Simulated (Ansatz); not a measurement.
**A hypothetical structure for CaCr2Ni2**

Starting from a made-up structure for CaCr2Ni2, the aim is the relaxed cell, its shortest contacts and, where a second run follows, its electronic structure.

Program: Ansatz 0.2.0. Level of theory: DFT, PBE, plane-wave PAW, files of the set soft_1, scalar-relativistic, ferromagnetic start, cell and ions relaxed at zero pressure; PAW set soft_1, in the first sound run; inputs show where later runs differ. Results are calculated unless marked as measured.

In doubt: warnings of the run leave room for a lower electronic state, so energies may not be the lowest and differences between runs may mislead.

**1. The starting structure**

It takes space group I4/mmm (No. 139, tetragonal). Conventional cell: a = 3.745 Å, b = 3.745 Å, c = 10.583 Å, α = 90.00°, β = 90.00°, γ = 90.00°. Nearest to Ni lie 1 Ni at 2.35 Å and 4 Cr at 2.38 Å and 4 Ca at 2.90 Å. Nearest to Cr lie 4 Ni at 2.38 Å and 4 Cr at 2.65 Å and 4 Ca at 3.24 Å. Nearest to Ca lie 8 Ni at 2.90 Å and 8 Cr at 3.24 Å. Farther neighbours are not listed.

As a file:

```cif
data_structure
_symmetry_space_group_name_H-M 'P 1'
_symmetry_Int_Tables_number 1
_cell_length_a 5.9171
_cell_length_b 5.9171
_cell_length_c 5.9171
_cell_angle_alpha 143.103
_cell_angle_beta 143.103
_cell_angle_gamma 53.171
_cell_volume 74.21
loop_
_atom_site_label
_atom_site_type_symbol
_atom_site_fract_x
_atom_site_fract_y
_atom_site_fract_z
_atom_site_occupancy
Ni1 Ni 0.61100 0.61100 0.00000 1
Ni2 Ni 0.38900 0.38900 0.00000 1
Cr3 Cr 0.75000 0.25000 0.50000 1
Cr4 Cr 0.25000 0.75000 0.50000 1
Ca5 Ca 0.00000 0.00000 0.00000 1
```

**2. Relaxation of the guess**

The guessed cell has no reason to be at equilibrium. It is relaxed with the atoms, within the space group of the guess.

The input, input.yaml:

```yaml
crystal:
  lattice:
    - [-1.8725, 1.8725, 5.2915]
    - [1.8725, -1.8725, 5.2915]
    - [1.8725, 1.8725, -5.2915]
  atoms:
    - { symbol: Ni, position: [0.611, 0.611, 0.0], spin: 1.0 }
    - { symbol: Ni, position: [0.389, 0.389, 0.0], spin: 1.0 }
    - { symbol: Cr, position: [0.75, 0.25, 0.5], spin: 3.0 }
    - { symbol: Cr, position: [0.25, 0.75, 0.5], spin: 3.0 }
    - { symbol: Ca, position: [0.0, 0.0, 0.0] }
magnetization:
  spin_polarized: true
kpoints:
  mp_grid: { grid: [10, 10, 10] }
scf:
  occupations: { method: fermi_dirac, width: 0.05 }
hamiltonian:
  xc: pbe
  pseudopotentials: { kind: paw, azcp: { folder: soft_1 } }
relax:
  f_tol: 0.015
  max_steps: 70
  cell: {}
output:
  forces: true
  stress: true
```

Started as:

```sh
$ ansatz run input.yaml --threads 4 --pin off --max-ram 8192MiB --backend cpu --events-out ev --progress --plain --runs-dir out
```

Numbers of over 12 decimals in the logs are rounded to 6 here.

Output:

```text
basis.fft_grid_basis auto: the FFT boxes are laid along the combinations [[1, 0, 1], [0, 1, 1], [0, 0, 1]] of the cell's own vectors, 3.745, 3.745 and 5.917 Å long. The dense box has 27×27×40 points. Along the cell's own vectors, as sized, it would have 40×40×40, 2.19 times as many. Of the 16 symmetry operations that the crystal satisfies within crystal.symmetry.tolerance (time reversal apart; of a slab, those that k [...]
Engine: ansatz 0.2.0, x86_64-unknown-linux-gnu
Pseudopotentials: kind: paw
Pseudopotential: Ni, paw, valence charge 18, recommended cutoff 420 eV (normal), soft_1/Ni.paw.azcp
Pseudopotential: Cr, paw, valence charge 14, recommended cutoff 420 eV (normal), soft_1/Cr.paw.azcp
Pseudopotential: Ca, paw, valence charge 10, recommended cutoff 420 eV (normal), soft_1/Ca.paw.azcp
Functional definition: PBE
  parameter kappa = 0.804
  parameter beta = 0.066725
  exchange = pbe_x(kappa = kappa, mu = beta*pi^2/3)
  correlation = pbe_c(beta = beta)
Crystal: 5 atoms, lattice volume = 74.213 Å³
Basis set: ecut = 420 eV, 1453 PW (Γ), FFT grids on a1+a3, a2+a3, a3, exchange–correlation on 54×54×80 points (8 copies of the dense FFT grid, shifted against one another)
Bands: 50, of which v1, the nominal top of the filled ones, is band 37 counted from 1 (36 counted from 0)
Symmetry: 16 space group operations
Space group: I4/mmm (ITA 139), of the structure as read, at distance tolerance 4.2e-5 Å
Magnetic group: BNS 139.531 (UNI 1191), of the structure as read, at distance tolerance 4.2e-5 Å
k-points: 102 of 1000
Non-local potential: Ni, projectors of the file, l = 0: 3, l = 1: 2, l = 2: 3, l = 3: 1
Non-local potential: Cr, projectors of the file, l = 0: 3, l = 1: 2, l = 2: 3, l = 3: 1
Non-local potential: Ca, projectors of the file, l = 0: 3, l = 1: 2, l = 2: 2
PAW form: soft (Blöchl's): semilocal exchange-correlation on the pseudo side does not see the compensation charge
PAW one-centre angular grid: Ni, 590 points (default); XC on 64 Gauss nodes
PAW one-centre angular grid: Cr, 590 points (default); XC on 64 Gauss nodes
PAW one-centre angular grid: Ca, 110 points (default); XC on 64 Gauss nodes
Initial density: superposition of atomic densities (chi_scale 0.1, normalization cell, long waves kept (reshape's long-wave potential 0.00 eV rms))
Starting moments: Σ|m| = 8 μB on 4 of 5 sites
Initial wavefunctions: pseudopotential atomic-orbital guess
Functional: x = pbe(κ = 0.804, μ = 0.219515), c = pbe(β = 0.066725)
SCF iter   1: F=—  HF=-20252.021148 eV  |F-HF|=—  |Δ(HF+E_count)|=         —  Δρ=1.42e-1 (↑1.42e-1 ↓5.56e-2)  dr2=3.24e1  dr2_m=1.67e0  M=5.629 μB ∫|m|=5.656 μB  β_m=0.30  ethr=3.10e-3  ⟨swp⟩=8.5  Hψ=45192  notcnv=0  defer=6
Mixer restart at iter 1: flushing history
preconditioner: auto → Kerker (q_TF=auto, 2.727 Å⁻¹)  [metal: Δε(μ)=0.002 eV  Ē_g=8.462 eV  σ=0.050 eV  W_gap=0.01  n_scr=32 (ndim 8)  ℏωp=27.3 eV  f_vac=0.000  D(μ)=6.28/eV (n_scr^D=78)]
spin=Collinear: Kerker preconditioning applied to the charge; magnetization (m = ρ↑ − ρ↓) channel mixes plain (no charge-response kernel on spin).
SCF iter   2: F=—  HF=-20248.889680 eV  |F-HF|=—  |Δ(HF+E_count)|=    3.13e0  Δρ=6.09e-2 (↑6.09e-2 ↓3.78e-2)  dr2=1.02e1  dr2_m=4.39e-1  M=5.818 μB ∫|m|=5.836 μB  β_m=0.40  ethr=3.10e-3  ⟨swp⟩=3.1  Hψ=22463  notcnv=0  defer=736
SCF iter   3: F=—  HF=-20249.599770 eV  |F-HF|=—  |Δ(HF+E_count)|=   7.10e-1  Δρ=2.72e-2 (↑2.72e-2 ↓1.59e-2)  dr2=1.14e0  dr2_m=1.31e-1  M=5.710 μB ∫|m|=5.743 μB  β_m=0.42  ethr=3.10e-3  ⟨swp⟩=3.3  Hψ=20091  notcnv=0  defer=725
SCF iter   4: F=—  HF=-20249.609555 eV  |F-HF|=—  |Δ(HF+E_count)|=   9.78e-3  Δρ=2.53e-2 (↑1.04e-2 ↓2.53e-2)  dr2=9.13e-1  dr2_m=8.88e-2  M=5.543 μB ∫|m|=5.590 μB  β_m=0.52  ethr=1.53e-3  ⟨swp⟩=3.0  Hψ=18329  notcnv=0  defer=607
SCF iter   5: F=—  HF=-20249.950367 eV  |F-HF|=—  |Δ(HF+E_count)|=   3.41e-1  Δρ=8.62e-3 (↑6.79e-3 ↓8.62e-3)  dr2=1.25e-1  dr2_m=1.95e-2  M=5.229 μB ∫|m|=5.307 μB  β_m=0.76  ethr=1.23e-3  ⟨swp⟩=2.8  Hψ=16563  notcnv=0  defer=607
SCF iter   6: F=—  HF=-20250.011489 eV  |F-HF|=—  |Δ(HF+E_count)|=         —  Δρ=1.27e-2 (↑1.27e-2 ↓8.77e-3)  dr2=3.77e-2  dr2_m=6.62e-2  M=4.793 μB ∫|m|=4.878 μB  β_m=0.76  ethr=1.68e-4  ⟨swp⟩=2.2  Hψ=17013  notcnv=0  defer=600
Mixer restart at iter 6: flushing history
SCF iter   7: F=—  HF=-20250.018393 eV  |F-HF|=—  |Δ(HF+E_count)|=   6.90e-3  Δρ=9.68e-3 (↑7.69e-3 ↓9.68e-3)  dr2=5.37e-2  dr2_m=3.06e-2  M=4.595 μB ∫|m|=4.683 μB  β_m=0.88  ethr=5.09e-5  ⟨swp⟩=2.2  Hψ=19845  notcnv=0  defer=600
SCF iter   8: F=—  HF=-20250.055080 eV  |F-HF|=—  |Δ(HF+E_count)|=   3.67e-2  Δρ=1.38e-2 (↑1.38e-2 ↓1.37e-2)  dr2=2.92e-1  dr2_m=1.39e-2  M=4.430 μB ∫|m|=4.522 μB  β_m=0.28  ethr=5.09e-5  ⟨swp⟩=3.0  Hψ=21272  notcnv=0  defer=569  recentre
SCF iter   9: F=—  HF=-20250.006524 eV  |F-HF|=—  |Δ(HF+E_count)|=   4.86e-2  Δρ=4.76e-3 (↑4.76e-3 ↓4.61e-3)  dr2=1.84e-3  dr2_m=1.43e-2  M=4.415 μB ∫|m|=4.506 μB  β_m=0.35  ethr=5.09e-5  ⟨swp⟩=2.4  Hψ=21205  notcnv=0  defer=561
SCF iter  10: F=—  HF=-20250.006593 eV  |F-HF|=—  |Δ(HF+E_count)|=   6.89e-5  Δρ=2.79e-3 (↑2.79e-3 ↓2.56e-3)  dr2=2.93e-4  dr2_m=4.77e-3  M=4.184 μB ∫|m|=4.280 μB  β_m=0.63  ethr=2.48e-6  ⟨swp⟩=2.1  Hψ=16416  notcnv=0  defer=561
SCF iter  11: F=—  HF=-20250.007105 eV  |F-HF|=—  |Δ(HF+E_count)|=   5.12e-4  Δρ=6.52e-4 (↑6.52e-4 ↓6.26e-4)  dr2=7.61e-4  dr2_m=3.84e-5  M=3.806 μB ∫|m|=3.908 μB  β_m=0.82  ethr=3.96e-7  ⟨swp⟩=2.7  Hψ=20892  notcnv=0  defer=561
SCF iter  12: F=—  HF=-20250.007132 eV  |F-HF|=—  |Δ(HF+E_count)|=   2.68e-5  Δρ=4.77e-4 (↑4.77e-4 ↓4.00e-4)  dr2=2.43e-4  dr2_m=5.88e-5  M=3.817 μB ∫|m|=3.917 μB  β_m=0.91  ethr=3.96e-7  ⟨swp⟩=2.0  Hψ=12699  notcnv=0  defer=561
SCF iter  13: F=—  HF=-20250.007118 eV  |F-HF|=—  |Δ(HF+E_count)|=   1.36e-5  Δρ=3.75e-4 (↑3.75e-4 ↓2.29e-4)  dr2=4.00e-5  dr2_m=5.02e-5  M=3.776 μB ∫|m|=3.875 μB  β_m=0.82  ethr=3.28e-7  ⟨swp⟩=2.0  Hψ=15094  notcnv=0  defer=561
SCF iter  14: F=—  HF=-20250.007101 eV  |F-HF|=—  |Δ(HF+E_count)|=   1.75e-5  Δρ=1.97e-4 (↑1.32e-4 ↓1.97e-4)  dr2=3.19e-5  dr2_m=8.01e-6  M=3.785 μB ∫|m|=3.883 μB  β_m=0.91  ethr=5.41e-8  ⟨swp⟩=2.0  Hψ=17494  notcnv=0  defer=561
SCF iter  15: F=—  HF=-20250.007102 eV  |F-HF|=—  |Δ(HF+E_count)|=   1.53e-6  Δρ=5.60e-5 (↑3.90e-5 ↓5.60e-5)  dr2=2.92e-6  dr2_m=4.02e-7  M=3.776 μB ∫|m|=3.874 μB  β_m=0.85  ethr=4.30e-8  ⟨swp⟩=2.0  Hψ=13150  notcnv=0  defer=561
SCF iter  16: F=—  HF=-20250.007101 eV  |F-HF|=—  |Δ(HF+E_count)|=   8.36e-7  Δρ=1.08e-5 (↑1.08e-5 ↓8.60e-6)  dr2=2.48e-7  dr2_m=1.44e-8  M=3.777 μB ∫|m|=3.874 μB  β_m=0.92  ethr=3.95e-9  ⟨swp⟩=2.0  Hψ=16705  notcnv=0  defer=561
[...]
relax step   6: F+E_penalty+E_count = -20250.24521202 eV  Δ(F+E_penalty+E_count) = -1.191e-4 eV  max|allowed force component| = 4.259e-3 eV/Å  Δτ_max = 0.0025 Å  P = -0.006 GPa  Ω = 81.707 Å³  energy of the carried Pulay correction = -2.464e-3 eV  (9 SCF iters, dr2 threshold 1.87e-8 eV, accepted)
[...]
relax step   7: F+E_penalty+E_count = -20250.24963954 eV  Δ(F+E_penalty+E_count) = -4.428e-3 eV  max|allowed force component| = 5.447e-3 eV/Å  Δτ_max = 0.0000 Å  P = +0.097 GPa  Ω = 81.707 Å³  stress off target by 1.50e-1 GPa  SCF on the basis re-selected at this cell (its energy is not comparable with the rows above)  (15 SCF iters)
[...]
relax step   8: F+E_penalty+E_count = -20250.24978502 eV  Δ(F+E_penalty+E_count) = -1.455e-4 eV  max|allowed force component| = 3.538e-4 eV/Å  Δτ_max = 0.0030 Å  P = +0.008 GPa  Ω = 81.763 Å³  energy of the carried Pulay correction = -1.638e-5 eV  (10 SCF iters, dr2 threshold 5.66e-8 eV, accepted)
iter 1 solved again at ethr=1.67e-6 eV; its pass at ethr=3.10e-3 eV (dr2=1.24e-3 eV) is discarded
SCF iter   1: F=—  HF=-20250.249796 eV  |F-HF|=—  |Δ(HF+E_count)|=         —  Δρ=2.67e-6 (↑2.67e-6 ↓2.15e-6)  dr2=4.99e-9  dr2_m=8.26e-10  M=5.895 μB ∫|m|=6.017 μB  β_m=0.65  ethr=1.67e-6  ⟨swp⟩=2.2  Hψ=62492  notcnv=0
eigensolver tolerance schedule: the retry pair's looser diagonalisation over-reported the residual by 248273.74 of it (diagonalisation noise at an unbounded share of the residual, at the tolerance the schedule requests for it); recorded, not acted on — ethr = c·dr2/N_el stays at c = 1.0e-1
preconditioner: auto → Kerker (q_TF=auto, 2.043 Å⁻¹)  [metal: Δε(μ)=0.005 eV  Ē_g=7.922 eV  σ=0.050 eV  W_gap=0.03  n_scr=10 (ndim 8)  ℏωp=26.0 eV  f_vac=0.000  D(μ)=6.73/eV (n_scr^D=78)]
spin=Collinear: Kerker preconditioning applied to the charge; magnetization (m = ρ↑ − ρ↓) channel mixes plain (no charge-response kernel on spin).
SCF iter   2: F=—  HF=-20250.249802 eV  |F-HF|=—  |Δ(HF+E_count)|=   5.59e-6  Δρ=9.97e-7 (↑9.97e-7 ↓8.28e-7)  dr2=6.18e-10  dr2_m=1.53e-10  M=5.895 μB ∫|m|=6.017 μB  β_m=0.46  ethr=6.74e-12  ⟨swp⟩=3.7  Hψ=26355  notcnv=0
SCF iter   3: F=—  HF=-20250.249802 eV  |F-HF|=—  |Δ(HF+E_count)|=  6.26e-10  Δρ=4.60e-7 (↑4.60e-7 ↓4.34e-7)  dr2=1.39e-10  dr2_m=1.34e-11  M=5.895 μB ∫|m|=6.017 μB  β_m=0.53  ethr=1.00e-12  ⟨swp⟩=2.0  Hψ=17170  notcnv=0
SCF iter   4: F=—  HF=-20250.249802 eV  |F-HF|=—  |Δ(HF+E_count)|=  5.17e-10  Δρ=3.01e-7 (↑2.93e-7 ↓3.01e-7)  dr2=9.00e-11  dr2_m=1.99e-11  M=5.895 μB ∫|m|=6.017 μB  β_m=0.50  ethr=1.00e-12  ⟨swp⟩=2.0  Hψ=12869  notcnv=0
SCF iter   5: F=—  HF=-20250.249802 eV  |F-HF|=—  |Δ(HF+E_count)|=  1.42e-10  Δρ=2.87e-7 (↑2.87e-7 ↓1.74e-7)  dr2=3.57e-11  dr2_m=3.24e-11  M=5.895 μB ∫|m|=6.017 μB  β_m=0.75  ethr=1.00e-12  ⟨swp⟩=1.0  Hψ=10200  notcnv=0
SCF iter   6: F=—  HF=-20250.249802 eV  |F-HF|=—  |Δ(HF+E_count)|=  1.53e-10  Δρ=2.76e-7 (↑2.76e-7 ↓1.45e-7)  dr2=5.42e-11  dr2_m=2.31e-11  M=5.895 μB ∫|m|=6.017 μB  β_m=0.88  ethr=1.00e-12  ⟨swp⟩=1.0  Hψ=10201  notcnv=0
SCF iter   7: F=—  HF=-20250.249802 eV  |F-HF|=—  |Δ(HF+E_count)|=  1.46e-11  Δρ=2.03e-8 (↑1.82e-8 ↓2.03e-8)  dr2=9.13e-13  dr2_m=1.35e-13  M=5.895 μB ∫|m|=6.017 μB  β_m=0.94  ethr=1.00e-12  ⟨swp⟩=1.2  Hψ=10308  notcnv=0
SCF iter   8: F=—  HF=-20250.249802 eV  |F-HF|=—  |Δ(HF+E_count)|=  3.64e-12  Δρ=1.37e-7 (↑1.28e-7 ↓1.37e-7)  dr2=6.31e-11  dr2_m=8.22e-13  M=5.895 μB ∫|m|=6.017 μB  β_m=0.97  ethr=1.00e-12  ⟨swp⟩=1.0  Hψ=10200  notcnv=0
SCF iter   9: F=-20250.249802 eV  HF=-20250.249802 eV  |F-HF|=1.09e-11  |Δ(HF+E_count)|=  3.64e-12  Δρ=4.52e-8 (↑4.52e-8 ↓3.34e-8)  dr2=6.53e-12  dr2_m=1.95e-13  M=5.895 μB ∫|m|=6.017 μB  ethr=1.00e-12  ⟨swp⟩=1.7  Hψ=22474  notcnv=0
SCF 9 converged in 9 iterations: F = -20250.249802 eV  dr2 = 6.53e-12
relax step   9: F+E_penalty+E_count = -20250.24980191 eV  Δ(F+E_penalty+E_count) = -1.689e-5 eV  max|allowed force component| = 3.499e-4 eV/Å  Δτ_max = 0.0000 Å  P = +0.008 GPa  Ω = 81.763 Å³  stress off target by 1.75e-2 GPa  SCF on the basis re-selected at this cell (its energy is not comparable with the rows above)  (9 SCF iters)
basis re-selected at this cell: Δ(F+E_penalty+E_count) = -1.689e-5 eV, ΔP = -0.000 GPa vs the last step (what re-selecting the basis moved, of the pressure what is left beyond the Pulay correction that the steps carried, after the strain that the cell walked since its last selection, with what the two solves' SCF thresholds leave and, on support functions, any second-order correction that the steps lacked; it is no m [...]
WARN: an SCF from ferrimagnetic starting moments (1.00, 1.00, -3.00, 3.00, 0.00 Bohr magnetons, atom by atom) was not made, by what the run has read of turns of its moments that order reads lower: the deck asks for what bars it, or types moments that do (magnetization.spin_polarized, in the input reference, names some of the keys), or the run goes by scf.lower_state_search: light, the default, which as a rule tries one only behind a close that has lost an order of both signs, or on which an open d or half-filled 4f shell of a PAW file has lost a moment that was set nearer to Hund's than to what is left; [rest of the remark cut]
SCF converged after 9 iterations
Magnetization: 5.8954 μB (39.9477 up, 34.0523 down)
Absolute magnetization: 6.0206 μB (∫|ρ↑−ρ↓|, with the PAW one-centre terms)
Spin contamination: 0.1710 ħ² per cell (⟨S²⟩ above its minimum at these occupations)
Per-site moments (μB) at R_I (Å): [(0.343102, 0.994769), (0.343102, 0.994769), (2.247263, 0.999249), (2.247263, 0.999249), (0.027051, 1.260090)]
Free energy (F): -20250.249802 eV
Harris-Foulkes:  -20250.249802 eV  (|F-HF|=1.09e-11)
Internal energy: -20250.194563 eV  (E = F + TS)
E sigma→0 (E₀):  -20250.222182 eV
Entropy (-TS):   -0.055239 eV (-11.048 meV/atom)
Fermi energy:    12.622957 eV
--- Per-component energies (eV) ---
  E_band       = -1323.022751
  E_kinetic    = 1536.330266
  E_local      = -11332.083450  (includes V_loc(G=0)·N_el)
  E_nonlocal   = -50.670274
  E_hartree    = 5544.281737
  E_xc         = -581.808136
  E_vxc        = -740.028537  (∫ρ·V_xc dr)
  E_paw        = -6624.874111  (= ΣΔE_a)
  E_vpaw       = -1825.137742  (= ΣTr[D̂ρ^β])
  E_aug_tail   = 0.003532  (compensation charges beyond the density's cutoff)
  E_ewald      = -8741.374127
  E_smearing   = -0.055239  (= −TS)
  E_closure    = 0.000000  (closes the sum)
  Σ components = -20250.249802   (vs F -20250.249802, Δ=0.00e0)
--- Forces (eV/Å), atoms counted from 1 ---
  atom   1  Ni     0.00000000     0.00000000    -0.00034987
  atom   2  Ni    -0.00000000     0.00000000     0.00034987
  atom   3  Cr    -0.00000000    -0.00000000     0.00000000
  atom   4  Cr     0.00000000     0.00000000    -0.00000000
  atom   5  Ca    -0.00000000    -0.00000000     0.00000000
  max |Σ_I F_I| component: 2.43e-17 eV/Å
--- Stress (GPa, compression-positive) ---
        0.017453       0.000000       0.000000
        0.000000       0.017453      -0.000000
        0.000000      -0.000000      -0.010814
  P = ⅓ Tr σ = 0.0080 GPa (0.080 kbar)
--- Relaxed structure (7 steps of the walk, 7 accepted, 2 SCFs on fresh bases) ---
  F+E_penalty+E_count = -20250.24980191 eV   max|allowed force component| = 3.499e-4 eV/Å   (the final SCF, on the basis selected at the relaxed cell)
  cell:  # Å, volume = 81.7631 Å³
    - [-1.984650, 1.984650, 5.189543]
    - [1.984650, -1.984650, 5.189543]
    - [1.984650, 1.984650, -5.189543]
  atoms:
    - { symbol: Ni, position: [0.616174, 0.616174, 0] }
    - { symbol: Ni, position: [0.383826, 0.383826, 0] }
    - { symbol: Cr, position: [0.75, 0.250000, 0.5] }
    - { symbol: Cr, position: [0.250000, 0.75, 0.5] }
    - { symbol: Ca, position: [1.475244380968654e-19, 1.4752443809686538e-19, 0] }
```

Wall time 73 s (4 threads of AMD EPYC 9R14 (Zen 4), shared host); peak memory 0.97 GiB; 4.5 min of CPU time.

The steps of the relaxation:

| step | energy less that of the first step (eV) | largest force component (eV/Å) | pressure (GPa) | volume (Å³) |
| --- | --- | --- | --- | --- |
| 1 | 0.0000 | 0.2521 | 6.43 | 74.21 |
| 2 | -0.1519 | 0.0629 | 4.82 | 77.64 |
| 3 | -0.2097 | 0.0177 | -2.86 | 84.75 |
| 4 | -0.2365 | 0.0084 | -0.35 | 82.16 |
| 5 | -0.2380 | 0.0090 | 0.00 | 81.74 |
| 6 | -0.2381 | 0.0043 | -0.01 | 81.71 |
| 7* | -0.2425 | 0.0054 | 0.10 | 81.71 |
| 8 | -0.2427 | 0.0004 | 0.01 | 81.76 |
| 9* | -0.2427 | 0.0003 | 0.01 | 81.76 |

Relaxation steps marked * repeat the geometry before them on a plane-wave basis chosen anew for their cell, so energy and pressure can jump there.

Forces are held to the 16 operations that the run works with; a distortion that breaks them can't arise in this run.

| conventional cell, symmetrised | before | after | change |
| --- | --- | --- | --- |
| a (Å) | 3.745 | 3.969 | +6.0 % |
| b (Å) | 3.745 | 3.969 | +6.0 % |
| c (Å) | 10.583 | 10.379 | -1.9 % |
| volume (Å³/atom) | 14.84 | 16.35 | +10.2 % |

The atoms that moved most (Å, as changes of fractional coordinates times the final cell):

| atom | dx | dy | dz | length |
| --- | --- | --- | --- | --- |
| Ni2 | 0.000 | 0.000 | -0.054 | 0.054 |
| Ni1 | 0.000 | 0.000 | 0.054 | 0.054 |

The relaxed structure:

```cif
data_structure
_symmetry_space_group_name_H-M 'P 1'
_symmetry_Int_Tables_number 1
_cell_length_a 5.8999
_cell_length_b 5.8999
_cell_length_c 5.8999
_cell_angle_alpha 140.686
_cell_angle_beta 140.686
_cell_angle_gamma 56.813
_cell_volume 81.76
loop_
_atom_site_label
_atom_site_type_symbol
_atom_site_fract_x
_atom_site_fract_y
_atom_site_fract_z
_atom_site_occupancy
Ni1 Ni 0.61617 0.61617 0.00000 1
Ni2 Ni 0.38383 0.38383 0.00000 1
Cr3 Cr 0.75000 0.25000 0.50000 1
Cr4 Cr 0.25000 0.75000 0.50000 1
Ca5 Ca 0.00000 0.00000 0.00000 1
```

This step gave:

| Item | Value |
| --- | --- |
| free energy | -20250.2498 eV |
| energy at zero smearing | -20250.2222 eV |
| smearing term TS | 0.05524 eV |
| Fermi energy | 12.62 eV |
| magnetization | 5.895 μB |
| absolute magnetization | 6.021 μB |
| site moments | 0.3431, 0.3431, 2.247, 2.247, 0.02705 μB |
| electrons | 74 |
| symmetry operations | 16 |
| pressure | 0.008030 GPa |

Site moment by atom:

| atom | site moment (μB) |
| --- | --- |
| Ni1 | 0.34 |
| Ni2 | 0.34 |
| Cr3 | 2.25 |
| Cr4 | 2.25 |
| Ca5 | 0.03 |

Shortest distances by pair of elements, guess and relaxed (not always the same contact):

| pair | guess (Å) | relaxed (Å) |
| --- | --- | --- |
| Ni–Ni | 2.349 | 2.412 |
| Cr–Ni | 2.381 | 2.422 |
| Cr–Cr | 2.648 | 2.807 |
| Ca–Ni | 2.897 | 3.055 |
| Ca–Cr | 3.241 | 3.267 |

The relaxation ends with a largest force component of 3.5e-4 eV/Å and a pressure of 0.01 GPa.

(Continued in part 2 of 2.)

[Logs are printed without paths, hosts, clocks, repeated set-up lines and the standing remarks that a program may print on its own settings, such as how far it seeks lower states.]

[Hosts, paths, dates, database ids (printed as entryN), source tags and the programs' standing remarks are cut or masked in the printed files.]
